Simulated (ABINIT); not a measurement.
# BaTiO3 (P4mm): G0W0 with and without spin-orbit coupling, part 2 of 2

Aim: spinor G0W0 for BaTiO3 (P4mm) beside the scalar-relativistic result.

ABINIT 10.8.3; PBE and many-body steps on it, plane waves. Known limits of the many-body steps: not at the basis limit; screening head approximate; no spin-orbit coupling in some runs; coarse k mesh.

So far. Step 4 (Scalar-relativistic): The gap on the mesh goes from 1.83 eV to 3.28 eV, a correction of +1.45 eV. Step 5 (Empty states on the mesh, 4×4×4 mesh, 202 bands): On this mesh the gap is 1.816 eV.

The database entry behind the starting cell differs from later determinations by our own check (c/a about 0.6 % short), so it need not match the best structure at ambient conditions.

## Step 7: With spin-orbit coupling

This step: G0W0 on PBE with spin-orbit coupling, plane waves, norm-conserving pseudopotentials.

Contents of run.abi:

```
acell 3*1.0 Angstrom
rprim 
  3.999800000000 0.000000000000 0.000000000000
  0.000000000000 3.999800000000 0.000000000000
  0.000000000000 0.000000000000 4.018000000000
ntypat 3
znucl 56 22 8
natom 5
typat 1 2 3 3 3
xred 
  0.000000000000 0.000000000000 0.000000000000
  0.500000000000 0.500000000000 0.490000000000
  0.500000000000 0.500000000000 0.019000000000
  0.500000000000 0.000000000000 0.517000000000
  0.000000000000 0.500000000000 0.517000000000
pp_dirpath "pseudos"
pseudos "Ba.upf, Ti.upf, O.upf"
ecut 38
nspinor 2
ngkpt 4 4 4
nshiftk 1
shiftk 0 0 0
kptopt 1
chksymbreak 0
istwfk *1
occopt 1
irdwfk 1
optdriver 4
nband 184
gwcalctyp 0
ecutsigx 38
symsigma 0
nkptgw 2
kptgw 
  0.5000000000 0.5000000000 0.5000000000
  0.0000000000 0.0000000000 0.0000000000
bdgw 
  37 44
  37 44
ecuteps 4.4
irdscr 1
ppmodel 1
indata_prefix "in"
outdata_prefix "out"
tmpdata_prefix "tmp"
```

The run is started by

```bash
OMP_NUM_THREADS=1 mpirun -n 4 abinit run.abi > log
```

Numbers of over 12 decimals in the logs are rounded to 6 here.

Output:

```text
.Version 10.8.3 of ABINIT. v10.8.2 released Aug 2026.

 Symmetries : space group P4 m m (# 99); Bravais tP (primitive tetrag.)
[... echo of the input left out ...]
== DATASET  1 ==================================================================
-   mpi_nproc: 4, omp_nthreads: 1 (-1 if OMP is not activated)

--- !DatasetInfo
iteration_state: {dtset: 1, }
dimensions: {natom: 5, nkpt: 18, mband: 184, nsppol: 1, nspinor: 2, nspden: 1, mpw: 4929, }
cutoff_energies: {ecut:  38.0, pawecutdg:  -1.0, }
electrons: {nelect:   4.00000000E+01, charge:   0.00000000E+00, occopt:   1.00000000E+00, tsmear:   1.00000000E-02, }

 SIGMA: Calculation of the GW corrections

 Based on a program developped by R.W. Godby, V. Olevano, G. Onida, and L. Reining.
 Incorporated in ABINIT by V. Olevano, G.-M. Rignanese, and M. Torrent.
.Using double precision arithmetic ; gwpc =  8

[... cell and pseudopotentials left out ...]
--------------------------------------------------------------------------------

 ==== K-mesh for the wavefunctions ====
 Number of points in the irreducible wedge :    18
[... list of points left out ...]
 Together with  8 symmetry operations and time-reversal symmetry
 yields    64 points in the full Brillouin Zone.

 ==== Q-mesh for screening function ====
 Number of points in the irreducible wedge :    18
[... list of points left out ...]
 Together with  8 symmetry operations and time-reversal symmetry
 yields    64 points in the full Brillouin Zone.

 vcoul_init : cutoff-mode = AUXILIARY_FUNCTION
 q-points for optical limit:   1
     1)      0.000010    0.000020    0.000030
 setmesh: FFT mesh size selected  =    45x   45x   45
          total number of points  =        91125

 Number of electrons calculated from density =   40.0000; Expected =   40.0000
[...]
number of omega for Sigma on real axis              0
 max omega for Sigma on real axis  [eV]           0.00
 zcut for avoiding poles [eV]                     0.10

 EPSILON^-1 parameters (SCR file):
 dimension of the eps^-1 matrix on file            179
 dimension of the eps^-1 matrix used               179
 number of plane-waves for wavefunctions          4929
 number of bands                                   184
 number of q-points in IBZ                          18
 number of frequencies                               2
 number of real frequencies                          1
 number of imag frequencies                          1

 matrix elements of self-energy operator (all in [eV])

 Perturbative Calculation

--- !SelfEnergy_ee
iteration_state: {dtset: 1, }
kpoint     : [   0.500,    0.500,    0.500, ]
spin       : 1
KS_gap     :    4.200
QP_gap     :    5.972
Delta_QP_KS:    1.772
data: !SigmaeeData |
     Band     E0 <VxcDFT>   SigX SigC(E0)      Z dSigC/dE  Sig(E)    E-E0       E
       37   6.558 -19.965 -24.986   5.222   0.766  -0.306 -19.811   0.154   6.712
       38   6.558 -19.965 -24.986   5.222   0.766  -0.306 -19.811   0.154   6.712
       39   6.636 -19.988 -25.025   5.257   0.765  -0.308 -19.819   0.169   6.805
[...]
--- !SelfEnergy_ee
iteration_state: {dtset: 1, }
kpoint     : [   0.000,    0.000,    0.000, ]
spin       : 1
KS_gap     :    2.050
QP_gap     :    3.499
Delta_QP_KS:    1.449
data: !SigmaeeData |
     Band     E0 <VxcDFT>   SigX SigC(E0)      Z dSigC/dE  Sig(E)    E-E0       E
[...]
43   8.655 -19.009 -11.904  -5.022   0.779  -0.283 -17.386   1.623  10.278
       44   8.655 -19.009 -11.904  -5.022   0.779  -0.283 -17.386   1.623  10.278

== END DATASET(S) ==============================================================
================================================================================

 -outvars: echo values of variables after computation  --------
           etotal      0.0000000000E+00
            nband         184
             nkpt          18
          spgroup          99
 [... the other variables as echoed above ...]

 Calculation completed.
```

Run time: 3.6 min. Hardware: 4 MPI ranks of Arm Neoverse V1, shared host; peak memory 3.2 GiB.

Numbers from this step:

| Property | Result |
| --- | --- |
| G0W0 gap on the points computed | 3.261 eV |
| starting gap on the mesh | 1.816 eV |
| k of the valence top | 0.5, 0.5, 0.5 |
| k of the conduction bottom | 0, 0, 0 |
| Z at the valence top | 0.765 |
| Z at the conduction bottom | 0.78 |
| least direct G0W0 gap on the computed points | 3.499 eV |

Against G0W0 in ABINIT (4×4×4 mesh, 92 bands, screening to 119.7 eV, Godby-Needs plasmon pole), the gap moves by −0.016 eV.

## Step 8: The runs together

Times are wall times on 4 MPI ranks of Arm Neoverse V1, shared host, good to a factor of about two. A run's time includes the screening step that it read.

```csv
run,mesh,bands,screening cutoff (eV),DFT gap (eV),gap on the mesh (eV),direct (eV),ε∞ used,time
scalar-relativistic,4×4×4,92,119.7,1.826,3.277,3.564,7.21,2 min
with spin-orbit coupling,4×4×4,184,119.7,1.816,3.261,3.499,7.23,19 min
```

## Step 9: Summary of results

| Item | Value |
| --- | --- |
| scalar-relativistic | 3.277 eV |
| with spin-orbit coupling | 3.261 eV |
| known limits | not at the basis limit; screening head approximate; no spin-orbit coupling in some runs; coarse k mesh |

With spin-orbit coupling: −0.016 eV against scalar-relativistic, −0.010 eV of it in the start. Bands and cutoff are finite, so the gap is not at the basis limit. The miss can reach some tenths of an eV and take either sign; the mesh is an error of its own. In the G0W0 runs levels were corrected at 2 k points alone, so a gap called «on the mesh» is the least over those, and an edge elsewhere would be missed. The 4×4×4 mesh is coarse for this cell, which bears on the long-range parts of exchange and screening. The long-wavelength limit of the screening leaves out the non-local commutator, which shifts ε∞.

[Paths, hosts, dates, memory and timing lines, banners, echoed tables and standing remarks are left out of the program output.]

[Logs are printed without paths, hosts, clocks, repeated set-up lines and the standing remarks that a program may print on its own settings, such as how far it seeks lower states.]

[Runs of the session that timed out or met a known fault of the program may be left out.]

[Hosts, paths, dates, database ids (printed as entryN), source tags and the programs' standing remarks are cut or masked in the printed files.]

[G0W0 gaps are taken among the corrected bands and points alone; a level outside them can change the order at an edge.]

[Where Ansatz stands beside ABINIT at settings called matched, ABINIT's density can come from a denser mesh and the files from another edition; pairs whose starting gaps differed by over 0.03 eV were left out, so agreement reads better than it is.]
